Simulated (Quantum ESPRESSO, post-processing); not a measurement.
# Thickness dependence of 1T-PtSe2, part 7 of 7

What does each added layer of 1T-PtSe2 bring in screening, and what does it do to the gap?

Quantum ESPRESSO 7.5; plane-wave DFT, PBE, GBRV ultrasoft pseudopotentials.

So far. Step 10 (Variable-cell relaxation, 2 layers):  The last row is no step: it is a fresh SCF in the final cell with a new plane-wave basis, +0 meV from the row before. Step 14 (Potential by pp.x, 2 layers): The slope in the vacuum is 0.100 eV/Å for an applied 0.10 V/Å, as it should be.

### 15. Bands along a path, 2 layers: no field

File n2.f0.bands.in:

```
&control
  prefix = 'n2.f0.bands'
  outdir = './out'
  pseudo_dir = './pseudo'
  calculation = 'bands'
  tefield = .true.
  dipfield = .true.
/
&system
  ibrav = 0
  nat = 6
  ntyp = 2
  ecutwfc = 40
  ecutrho = 200
  occupations = 'smearing'
  smearing = 'fd'
  degauss = 0.004
  edir = 3
  emaxpos = 0.97
  eopreg = 0.04
  eamp = 0.0
  nbnd = 32
/
&electrons
  conv_thr = 1e-07
  mixing_beta = 0.4
  electron_maxstep = 120
  mixing_mode = 'local-TF'
/
ATOMIC_SPECIES
  Se  78.9710  se_pbe_v1.uspp.F.UPF
  Pt  195.0840  pt_pbe_v1.4.uspp.F.UPF
CELL_PARAMETERS angstrom
  3.73643052600000 0.00000000000000 0.00000000000000
  -1.86821526300000 3.23584375500000 0.00000000000000
  0.00000000000000 0.00000000000000 24.83543559100000
ATOMIC_POSITIONS crystal
  Se  0.666666666700 0.333333333300 0.347118453200
  Pt  0.000000000000 0.000000000000 0.400245381900
  Se  0.333333333300 0.666666666700 0.452079594900
  Se  0.666666666700 0.333333333300 0.547920405100
  Pt  0.000000000000 0.000000000000 0.599754618100
  Se  0.333333333300 0.666666666700 0.652881546800
K_POINTS crystal_b
4
  0.0000000000 0.0000000000 0.0000000000 12
  0.5000000000 0.0000000000 0.0000000000 12
  0.3333333333 0.3333333333 0.0000000000 12
  0.0000000000 0.0000000000 0.0000000000 1
```

Launch:

```console
$ cp -r out/n2.f0.save out/n2.f0.bands.save
$ cp out/n2.f0.xml out/n2.f0.bands.xml
$ OMP_NUM_THREADS=1 mpirun -n 4 pw.x -nk 4 -in n2.f0.bands.in > n2.f0.bands.out
```

The program printed:

```text
[banner, memory and clock lines left out]
Program PWSCF v.7.5 starts

          URL

     Presently no symmetry can be used with electric field

     Atomic positions and unit cell read from directory:
     ./out/n2.f0.bands.save/

     G-vector sticks info

     bravais-lattice index     =            0
     lattice parameter (alat)  =       7.0608  a.u.
     unit-cell volume          =    2026.3424 (a.u.)^3
     number of atoms/cell      =            6
     number of atomic types    =            2
     number of electrons       =        56.00
     number of Kohn-Sham states=           32
     kinetic-energy cutoff     =      40.0000  Ry
     charge density cutoff     =     200.0000  Ry
     Exchange-correlation=  SLA  PW   PBX  PBC
                           (   1   4   3   4   0   0   0)

     celldm(1)=   7.060830  celldm(2)=   0.000000  celldm(3)=   0.000000
     celldm(4)=   0.000000  celldm(5)=   0.000000  celldm(6)=   0.000000

     crystal axes: (cart. coord. in units of alat)
               a(1) = (   1.000000   0.000000   0.000000 )
               a(2) = (  -0.500000   0.866025   0.000000 )
               a(3) = (   0.000000   0.000000   6.646835 )

     reciprocal axes: (cart. coord. in units 2 pi/alat)
               b(1) = (  1.000000  0.577350 -0.000000 )
               b(2) = (  0.000000  1.154701  0.000000 )
               b(3) = (  0.000000 -0.000000  0.150448 )

     PseudoPot. # 1 for Se read from file:
     ./pseudo/se_pbe_v1.uspp.F.UPF
     Pseudo is Ultrasoft + core correction, Zval =  6.0
     Generated by new atomic code, or converted to UPF format
     Using radial grid of  877 points,  6 beta functions with:
                l(1) =   0
                l(2) =   0
                l(3) =   1
                l(4) =   1
                l(5) =   2
                l(6) =   2
     Q(r) pseudized with  8 coefficients,  rinner =    1.300   1.300   1.300
                                                       1.300   1.300

     PseudoPot. # 2 for Pt read from file:
     ./pseudo/pt_pbe_v1.4.uspp.F.UPF
     Pseudo is Ultrasoft + core correction, Zval = 16.0
     Generated by new atomic code, or converted to UPF format
     Using radial grid of  985 points,  6 beta functions with:
                l(1) =   0
                l(2) =   0
                l(3) =   1
                l(4) =   1
                l(5) =   2
                l(6) =   2
     Q(r) pseudized with  8 coefficients,  rinner =    1.300   1.300   1.300
                                                       1.300   1.300

     atomic species   valence    mass     pseudopotential
     Se                6.00    78.97100     Se( 1.00)
     Pt               16.00   195.08400     Pt( 1.00)

     No symmetry found

   Cartesian axes

     site n.     atom                  positions (alat units)
         1        Se     tau(   1) = (   0.5000000   0.2886751   2.3072389  )
         2        Pt     tau(   2) = (   0.0000000   0.0000000   2.6603648  )
         3        Se     tau(   3) = (  -0.0000000   0.5773503   3.0048983  )
         4        Se     tau(   4) = (   0.5000000   0.2886751   3.6419363  )
         5        Pt     tau(   5) = (   0.0000000   0.0000000   3.9864697  )
         6        Se     tau(   6) = (  -0.0000000   0.5773503   4.3395956  )

     number of k points=    37  Fermi-Dirac smearing, width (Ry)=  0.0040
                       cart. coord. in units 2pi/alat
        k(    1) = (   0.0000000   0.0000000   0.0000000), wk =   0.0540541
        k(    2) = (   0.0416667   0.0240563   0.0000000), wk =   0.0540541
        k(    3) = (   0.0833333   0.0481125   0.0000000), wk =   0.0540541
        k(    4) = (   0.1250000   0.0721688   0.0000000), wk =   0.0540541
        k(    5) = (   0.1666667   0.0962250   0.0000000), wk =   0.0540541
        k(    6) = (   0.2083333   0.1202813   0.0000000), wk =   0.0540541
        k(    7) = (   0.2500000   0.1443376   0.0000000), wk =   0.0540541
        k(    8) = (   0.2916667   0.1683938   0.0000000), wk =   0.0540541
        k(    9) = (   0.3333333   0.1924501   0.0000000), wk =   0.0540541
        k(   10) = (   0.3750000   0.2165064   0.0000000), wk =   0.0540541
        k(   11) = (   0.4166667   0.2405626   0.0000000), wk =   0.0540541
        k(   12) = (   0.4583333   0.2646189   0.0000000), wk =   0.0540541
        k(   13) = (   0.5000000   0.2886751   0.0000000), wk =   0.0540541
        k(   14) = (   0.4861111   0.3127314   0.0000000), wk =   0.0540541
        k(   15) = (   0.4722222   0.3367877   0.0000000), wk =   0.0540541
        k(   16) = (   0.4583333   0.3608439   0.0000000), wk =   0.0540541
        k(   17) = (   0.4444444   0.3849002   0.0000000), wk =   0.0540541
        k(   18) = (   0.4305556   0.4089564   0.0000000), wk =   0.0540541
        k(   19) = (   0.4166667   0.4330127   0.0000000), wk =   0.0540541
        k(   20) = (   0.4027778   0.4570690   0.0000000), wk =   0.0540541
        k(   21) = (   0.3888889   0.4811252   0.0000000), wk =   0.0540541
        k(   22) = (   0.3750000   0.5051815   0.0000000), wk =   0.0540541
        k(   23) = (   0.3611111   0.5292377   0.0000000), wk =   0.0540541
        k(   24) = (   0.3472222   0.5532940   0.0000000), wk =   0.0540541
        k(   25) = (   0.3333333   0.5773503   0.0000000), wk =   0.0540541
        k(   26) = (   0.3055556   0.5292377   0.0000000), wk =   0.0540541
        k(   27) = (   0.2777778   0.4811252   0.0000000), wk =   0.0540541
        k(   28) = (   0.2500000   0.4330127   0.0000000), wk =   0.0540541
        k(   29) = (   0.2222222   0.3849002   0.0000000), wk =   0.0540541
        k(   30) = (   0.1944444   0.3367877   0.0000000), wk =   0.0540541
        k(   31) = (   0.1666667   0.2886751   0.0000000), wk =   0.0540541
        k(   32) = (   0.1388889   0.2405626   0.0000000), wk =   0.0540541
        k(   33) = (   0.1111111   0.1924501   0.0000000), wk =   0.0540541
        k(   34) = (   0.0833333   0.1443376   0.0000000), wk =   0.0540541
        k(   35) = (   0.0555556   0.0962250   0.0000000), wk =   0.0540541
        k(   36) = (   0.0277778   0.0481125   0.0000000), wk =   0.0540541
        k(   37) = (   0.0000000   0.0000000   0.0000000), wk =   0.0540541

     Dense  grid:    96607 G-vectors     FFT dimensions: (  32,  32, 216)

     Smooth grid:    69435 G-vectors     FFT dimensions: (  30,  30, 192)

     The potential is recalculated from file :
     ./out/n2.f0.bands.save/charge-density

     negative rho (up, down):  3.414E-01 0.000E+00

     Adding external electric field

     Computed dipole along edir(3) :
        Dipole                0.0000 Ry au,          0.0000 Debye
        Dipole field          0.0000 Ry au,

[...]
k = 0.4583 0.3608 0.0000 (  8692 PWs)   bands (ev):

   -52.0498 -52.0497 -52.0420 -52.0420 -51.9758 -51.9757 -12.1693 -11.8891
   -11.7089 -11.6654  -5.5258  -5.3729  -4.1914  -3.9810  -3.7032  -3.2571
    -3.1097  -2.5901  -2.2192  -1.9628  -1.6545  -1.6525  -1.5998  -1.5865
    -1.2297  -0.7876  -0.5794  -0.0150   2.5566   2.9041   3.1342   3.5494

          k = 0.4444 0.3849 0.0000 (  8685 PWs)   bands (ev):

   -52.0496 -52.0495 -52.0424 -52.0423 -51.9757 -51.9757 -12.1500 -11.8777
   -11.7011 -11.6658  -5.4659  -5.3319  -4.2419  -4.0237  -3.6219  -3.2505
    -3.1018  -2.6261  -2.4787  -2.1446  -1.6669  -1.6659  -1.6031  -1.6021
    -1.1437  -0.6848  -0.4648   0.0197   2.4851   2.8858   2.9675   3.5140

          k = 0.4306 0.4090 0.0000 (  8671 PWs)   bands (ev):

   -52.0493 -52.0493 -52.0428 -52.0427 -51.9757 -51.9757 -12.1263 -11.8658
   -11.6914 -11.6652  -5.3895  -5.2808  -4.2876  -4.0672  -3.5481  -3.2676
    -3.1086  -2.6987  -2.6765  -2.3282  -1.6843  -1.6751  -1.6263  -1.5693
    -1.0425  -0.6284  -0.3761   0.0514   2.4276   2.7638   2.8687   3.4972

          k = 0.4167 0.4330 0.0000 (  8685 PWs)   bands (ev):

   -52.0491 -52.0490 -52.0433 -52.0433 -51.9757 -51.9756 -12.0990 -11.8555
   -11.6802 -11.6628  -5.2972  -5.2209  -4.3280  -4.1079  -3.5135  -3.3317
    -3.1438  -2.8287  -2.7334  -2.4713  -1.7078  -1.6959  -1.6596  -1.5051
    -0.9342  -0.6086  -0.3125   0.0725   2.3840   2.5558   2.8609   3.4806

          k = 0.4028 0.4571 0.0000 (  8687 PWs)   bands (ev):

   -52.0488 -52.0487 -52.0438 -52.0438 -51.9756 -51.9756 -12.0691 -11.8489
   -11.6680 -11.6579  -5.1899  -5.1543  -4.3636  -4.1438  -3.5824  -3.4593
    -3.1471  -2.8601  -2.7741  -2.5665  -1.7358  -1.7237  -1.7065  -1.4253
    -0.8248  -0.6117  -0.2730   0.0792   2.3442   2.3652   2.8723   3.4558

          k = 0.3889 0.4811 0.0000 (  8693 PWs)   bands (ev):

   -52.0484 -52.0484 -52.0444 -52.0444 -51.9756 -51.9756 -12.0373 -11.8479
   -11.6555 -11.6506  -5.0840  -5.0685  -4.3957  -4.1740  -3.7329  -3.6358
    -3.0827  -2.8455  -2.7870  -2.6303  -1.7749  -1.7623  -1.7546  -1.3413
    -0.7203  -0.6230  -0.2548   0.0702   2.2074   2.2971   2.9087   3.4202

          k = 0.3750 0.5052 0.0000 (  8701 PWs)   bands (ev):

   -52.0480 -52.0480 -52.0450 -52.0450 -51.9756 -51.9756 -12.0045 -11.8532
   -11.6437 -11.6417  -5.0145  -4.9347  -4.4271  -4.2014  -3.8893  -3.8288
    -2.9934  -2.8137  -2.7823  -2.6757  -1.8536  -1.7954  -1.7856  -1.2623
    -0.6298  -0.6290  -0.2508   0.0449   2.0936   2.2392   2.9676   3.3736

          k = 0.3611 0.5292 0.0000 (  8693 PWs)   bands (ev):

   -52.0476 -52.0475 -52.0456 -52.0455 -51.9756 -51.9755 -11.9718 -11.8651
   -11.6336 -11.6332  -4.9532  -4.7905  -4.4606  -4.2400  -4.0134  -4.0015
    -2.9065  -2.7763  -2.7728  -2.7043  -1.9426  -1.8234  -1.8133  -1.1972
    -0.6241  -0.5660  -0.2431   0.0021   2.0302   2.1744   3.0403   3.3177

          k = 0.3472 0.5533 0.0000 (  8705 PWs)   bands (ev):

   -52.0471 -52.0471 -52.0461 -52.0461 -51.9756 -51.9755 -11.9398 -11.8838
   -11.6269 -11.6268  -4.9105  -4.6397  -4.4936  -4.3315  -4.0977  -4.0885
    -2.8414  -2.7851  -2.7294  -2.7117  -2.0202  -1.8439  -1.8336  -1.1543
    -0.6038  -0.5489  -0.2066  -0.0590   2.0178   2.1097   3.1170   3.2549

          k = 0.3333 0.5774 0.0000 (  8751 PWs)   bands (ev):

   -52.0467 -52.0467 -52.0466 -52.0466 -51.9756 -51.9756 -11.9094 -11.9094
   -11.6245 -11.6244  -4.8960  -4.5140  -4.5140  -4.4425  -4.1147  -4.1147
    -2.8056  -2.8055  -2.7087  -2.7087  -2.0538  -1.8519  -1.8415  -1.1395
    -0.5721  -0.5721  -0.1361  -0.1360   2.0512   2.0513   3.1886   3.1886

          k = 0.3056 0.5292 0.0000 (  8703 PWs)   bands (ev):

   -52.0475 -52.0474 -52.0457 -52.0456 -51.9756 -51.9756 -11.9844 -11.8590
   -11.6355 -11.6336  -4.9211  -4.7331  -4.5063  -4.2025  -4.0684  -4.0367
    -2.8535  -2.8312  -2.7847  -2.7190  -1.9168  -1.8121  -1.8032  -1.1878
    -0.6545  -0.5300  -0.2808   0.0545   1.9695   2.2153   3.0636   3.2885

          k = 0.2778 0.4811 0.0000 (  8695 PWs)   bands (ev):

   -52.0479 -52.0479 -52.0447 -52.0446 -51.9757 -51.9756 -12.0984 -11.8473
   -11.6587 -11.6529  -4.9061  -4.8735  -4.4949  -4.0846  -3.9739  -3.8128
    -3.0060  -2.9134  -2.8505  -2.7459  -1.6940  -1.6911  -1.6253  -1.2695
    -0.7219  -0.6721  -0.2271   0.2619   1.9432   2.4129   2.9971   3.2915

          k = 0.2500 0.4330 0.0000 (  8677 PWs)   bands (ev):

   -52.0479 -52.0478 -52.0437 -52.0436 -51.9758 -51.9757 -12.2563 -11.9208
   -11.6910 -11.6347  -4.8862  -4.8003  -4.5094  -4.0296  -3.9047  -3.6339
    -3.1449  -2.9856  -2.9353  -2.7405  -1.5638  -1.5563  -1.2997  -1.2980
    -0.7837  -0.7079  -0.0868   0.4589   1.9714   2.5062   3.0720   3.1703

          k = 0.2222 0.3849 0.0000 (  8671 PWs)   bands (ev):

   -52.0474 -52.0474 -52.0427 -52.0427 -51.9759 -51.9759 -12.4527 -12.0682
   -11.7234 -11.5869  -4.7827  -4.6876  -4.4728  -4.0256  -3.8911  -3.5755
    -3.2435  -3.0278  -2.9897  -2.7058  -1.5552  -1.5066  -1.1988  -0.9678
    -0.6475  -0.5196   0.0540   0.6302   2.0530   2.4962   2.9312   3.2384

          k = 0.1944 0.3368 0.0000 (  8635 PWs)   bands (ev):

   -52.0465 -52.0465 -52.0418 -52.0418 -51.9762 -51.9761 -12.6729 -12.2562
   -11.7534 -11.5299  -4.7242  -4.6015  -4.2626  -4.0789  -3.9262  -3.5951
    -3.3273  -3.0025  -2.9678  -2.6973  -1.6100  -1.5357  -0.9469  -0.6176
    -0.3490  -0.1876   0.1702   0.7735   2.1798   2.4836   2.6289   3.3630

          k = 0.1667 0.2887 0.0000 (  8631 PWs)   bands (ev):

   -52.0453 -52.0452 -52.0410 -52.0410 -51.9764 -51.9764 -12.8995 -12.4611
   -11.7808 -11.4715  -4.7891  -4.4267  -4.1515  -4.1352  -3.9726  -3.6208
    -3.2937  -2.9244  -2.8736  -2.7122  -1.6230  -1.5496  -0.5959  -0.3184
     0.0133   0.1582   0.2481   0.9100   2.1879   2.5013   2.5266   3.3873

          k = 0.1389 0.2406 0.0000 (  8641 PWs)   bands (ev):

   -52.0438 -52.0438 -52.0403 -52.0403 -51.9767 -51.9766 -13.1161 -12.6637
   -11.8059 -11.4156  -4.8364  -4.3800  -4.1964  -4.1902  -4.0580  -3.6087
    -3.0351  -2.8323  -2.7304  -2.6598  -1.5691  -1.5142  -0.2053  -0.1421
     0.2835   0.3774   0.3907   1.0846   2.0182   2.6629   2.7096   3.3123

          k = 0.1111 0.1925 0.0000 (  8613 PWs)   bands (ev):

   -52.0423 -52.0422 -52.0398 -52.0397 -51.9769 -51.9769 -13.3094 -12.8486
   -11.8283 -11.3653  -4.8637  -4.4199  -4.2991  -4.2350  -4.1878  -3.6280
    -2.7127  -2.6703  -2.5558  -2.5283  -1.4364  -1.4086  -0.1067   0.1294
     0.3067   0.5009   0.5869   1.3052   2.0965   2.8471   2.9633   3.2231

          k = 0.0833 0.1443 0.0000 (  8603 PWs)   bands (ev):

   -52.0409 -52.0408 -52.0393 -52.0393 -51.9771 -51.9771 -13.4693 -13.0037
   -11.8475 -11.3232  -4.8849  -4.4555  -4.3842  -4.3026  -4.3012  -3.7167
    -2.4718  -2.4562  -2.3813  -2.3710  -1.2240  -1.2016  -0.1958   0.2815
     0.3452   0.5996   0.6209   1.5351   2.4747   2.8408   3.1948   3.3761

          k = 0.0556 0.0962 0.0000 (  8587 PWs)   bands (ev):

   -52.0397 -52.0397 -52.0390 -52.0390 -51.9773 -51.9772 -13.5884 -13.1203
   -11.8624 -11.2915  -4.9135  -4.4689  -4.4277  -4.3840  -4.3631  -3.8235
    -2.3112  -2.2911  -2.2577  -2.2377  -1.0089  -0.8965  -0.3052   0.3079
     0.3844   0.6218   0.6764   1.6202   2.8807   2.9484   3.3963   3.6223

          k = 0.0278 0.0481 0.0000 (  8621 PWs)   bands (ev):

   -52.0390 -52.0390 -52.0388 -52.0388 -51.9774 -51.9774 -13.6618 -13.1925
   -11.8719 -11.2719  -4.9428  -4.4659  -4.4486  -4.4196  -4.4058  -3.9063
    -2.2085  -2.1984  -2.1806  -2.1710  -0.9116  -0.6000  -0.3329   0.3460
     0.3957   0.6665   0.7009   1.4647   3.1367   3.2413   3.6521   3.7776

          k = 0.0000 0.0000 0.0000 (  8657 PWs)   bands (ev):

   -52.0388 -52.0388 -52.0387 -52.0387 -51.9774 -51.9774 -13.6865 -13.2170
   -11.8752 -11.2653  -4.9552  -4.4614  -4.4614  -4.4215  -4.4215  -3.9377
    -2.1719  -2.1719  -2.1520  -2.1520  -0.9018  -0.4773  -0.3215   0.3938
     0.3938   0.7004   0.7004   1.3403   3.3020   3.3020   3.8172   3.8172

     XML data file, pseudopotentials, collected wavefunctions

                                        0.00s GPU  (     377 calls)
```

The job ended after 66 s (4 MPI ranks of Arm Neoverse V1, shared host; peak memory 0.45 GiB; 4.4 min of CPU time).

This step gave:

```
dipole along the normal              : 0 e·Å
valence top, on the run's zero       : 1.620 eV
conduction bottom, on the run's zero : 1.849 eV
gap by band count                    : 0.2287 eV
```

Band numbers count within the set of bands kept for display. The electronic bands at the labelled points (eV, zero at the highest filled level of the SCF mesh; v1 is the highest filled band, c1 the lowest empty one):

| point | v4 | v3 | v2 | v1 | c1 | c2 | c3 | c4 |
| --- | --- | --- | --- | --- | --- | --- | --- | --- |
| Γ | -1.20 | -0.89 | -0.89 | -0.25 | 1.71 | 1.71 | 2.22 | 2.22 |
| halfway | -1.57 | -1.32 | -1.19 | -0.71 | 0.26 | 1.24 | 1.37 | 1.93 |
| M | -2.87 | -2.71 | -2.61 | -1.66 | 1.12 | 1.34 | 1.68 | 2.14 |
| halfway | -2.53 | -2.20 | -1.91 | -1.52 | 0.79 | 0.96 | 1.27 | 1.89 |
| K | -2.16 | -2.16 | -1.73 | -1.73 | 0.46 | 0.46 | 1.60 | 1.60 |
| halfway | -1.58 | -1.43 | -1.34 | -0.68 | 0.60 | 0.91 | 0.93 | 1.79 |
| Γ | -1.20 | -0.89 | -0.89 | -0.25 | 1.71 | 1.71 | 2.22 | 2.22 |

Along this path the valence top lies between K and Γ and the conduction bottom between Γ and M.

### 16. Polarisability from the dipole between 0 and 0.1 V/A, 2 layers

This step gave:

| Quantity | Value |
| --- | --- |
| polarisability a cell | 9.340 Å³ |
| sheet polarisability 4πα/A | 9.707 Å |

Table of change of the potential energy, second field less first by z:

| z (Å) | change of the potential energy, second field less first (eV) |
| --- | --- |
| 0 | -0.376 |
| 1 | -0.655 |
| 2 | -0.555 |
| 3 | -0.455 |
| 4 | -0.355 |
| 5 | -0.255 |
| 6 | -0.157 |
| 7 | -0.0685 |
| 8 | -0.0188 |
| 9 | -0.00855 |
| 10 | -0.00896 |
| 11 | -0.00888 |
| 12 | -0.00365 |
| 13 | 0.00498 |
| 14 | 0.00942 |
| 15 | 0.0100 |
| 16 | 0.0106 |
| 17 | 0.0254 |
| 18 | 0.0846 |
| 19 | 0.176 |
| 20 | 0.275 |
| 21 | 0.375 |
| 22 | 0.475 |
| 23 | 0.575 |
| 24 | 0.675 |

### 17. The series side by side

All levels:

| level | sheet polarisability (Å) | gap without a field (eV) | vacuum over the valence top of the mesh (eV) | CPU time (s) |
| --- | --- | --- | --- | --- |
| 1 layer | 4.931 | 1.376 | 5.654 | 451.9 |
| 2 layers | 9.707 | 0.2287 | 4.829 | 1461 |

### 18. By hand

From 1 to 2 layers, over the growth of the distance between the outermost mean planes: (9.707 − 4.931) Å / 4.976 Å = 0.960 = 1 − 1/ε, so ε = 24.8.

### 19. Summary of results

- 4πα/A of 1 layer: 4.93 Å
- gap along the path, 1 layer: 1.38 eV
- Kohn-Sham ionisation potential, 1 layer: 5.65 eV
- 4πα/A of 2 layers: 9.71 Å
- gap along the path, 2 layers: 0.23 eV
- Kohn-Sham ionisation potential, 2 layers: 4.80 eV

The sheet polarisability 4πα/A grows as 4.93 and 9.71 Å for 1 and 2 layers (PBE, GBRV ultrasoft). The last layer adds 4.98 Å between the outermost mean planes and 4.78 Å of 4πα/A; 1 − 1/ε = 0.960 gives ε = 24.8 along the normal; with the gap closing from layer to layer this is no constant of the bulk. The gap runs 1.38 and 0.23 eV. Relaxed under PBE-D3(BJ), the lattice constant goes from 3.706 to 3.736 Å. For one layer the induced dipoles at +0.1 and −0.1 V/Å differ in size by 0.1 %, which is SCF noise. The nearest atoms of neighbouring layers lie 3.21 Å apart. With 1 − 1/ε so near one, ε is touchy: 0.1 Å more spacing would give ε = 16.9. On the path the edges lie as follows: near Γ to between Γ and M for 1 and between K and Γ to between Γ and M for 2 (valence top to conduction bottom, by number of layers). One stacking was chosen. The ions are clamped in the field. Semilocal gaps are too small and shrink less with thickness than quasiparticle gaps, which also feel the screening by neighbours. Spin-orbit coupling is left out; depending on the atoms that carry the levels of interest, it can split and shift them by tenths of an eV to an eV or more.

[Logs are printed without paths, hosts, clocks, repeated set-up lines and the standing remarks that a program may print on its own settings, such as how far it seeks lower states.]

[Hosts, paths, dates, database ids (printed as entryN), source tags and the programs' standing remarks are cut or masked in the printed files.]

[Maps of the electrostatic potential energy from Ansatz leave out the sawtooth potential of an applied field or a dipole correction, so their vacuum need not be flat; planar profiles and work functions include it.]
